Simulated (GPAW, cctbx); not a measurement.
# What do these deviations say about the bonding?

TiBS3, R-3c (no. 167), a = 5.8106 Å, b = 5.8106 Å, c = 17.7087 Å, α = 90.00°, β = 90.00°, γ = 120.00°.

```csv
atom,mult.,x,y,z
Ti1,6,0,0,0
S1,18,0,0.6859,1/4
B1,6,0,0,1/4
```

The start was made by putting kin elements into a known structure type; the compound need not exist, or be stable, in this form.

Absolute values of the static structure factors of the conventional cell from DFT (PBE, GPAW) against free spherical atoms, in electrons:

```csv
hkl,d (Å),free atoms,crystal
1 0 -2,4.375,72.60,72.46
104,3.324,141.79,142.84
006,2.951,132.55,135.87
110,2.905,13.80,13.31
113,2.607,174.43,176.30
202,2.420,104.27,104.12
2 0 -4,2.188,81.35,80.89
116,2.071,164.33,162.92
1 0 -8,2.026,114.49,115.20
211,1.891,32.12,32.21
```

**Question.** Which way does charge move, and which reflections show it best?

Project each element's phase sum on the total phase. |F| rises if density moves to atoms that scatter in phase and falls if it moves to atoms that scatter against it; the rule is for low angles, since changes of shape take over beyond. Where all elements are in phase the terms compete, and the compactness of the donor's and the acceptor's density matters too.

| hkl | Ti in phase | S in phase | B in phase | change (e) | (%) |
| --- | --- | --- | --- | --- | --- |
| 1 0 -2 | +6.0 | -1.3 | -6.0 | -0.14 | -0.2 |
| 104 | +6.0 | +1.3 | +6.0 | +1.06 | +0.7 |
| 006 | -6.0 | +18.0 | +6.0 | +3.32 | +2.5 |
| 110 | +6.0 | -8.9 | +6.0 | -0.49 | -3.6 |
| 113 | 0.0 | +15.4 | 0.0 | +1.87 | +1.1 |
| 202 | +6.0 | +2.3 | -6.0 | -0.15 | -0.1 |
| 2 0 -4 | +6.0 | -2.3 | +6.0 | -0.46 | -0.6 |
| 116 | +6.0 | +8.9 | -6.0 | -1.41 | -0.9 |

Low-angle reflections that set elements apart and change by more than 0.05 e: 1 0 -2, 104, 006, 110, 113, 202, 2 0 -4 and 116. The signs fit a gain of density on S and a loss on Ti and B, apart from 104 and 116. The best witness is 110, -3.6 %, where S enters with -8.9. The real-space density agrees: Voronoi charges Ti +0.16, S -0.07, B +0.06 e. The shortest bond, S–B, has Δρ = +0.29 e/Å³ at its midpoint, a covalent bond charge. Limits: no Hubbard U on Ti.

[Outputs are excerpts: Python notices, other lines and further rows are left out; steps that failed or that the build refused (PBEsol, TPSS) are not shown.]

[Logs are printed without paths, hosts, clocks, repeated set-up lines and the standing remarks that a program may print on its own settings, such as how far it seeks lower states.]
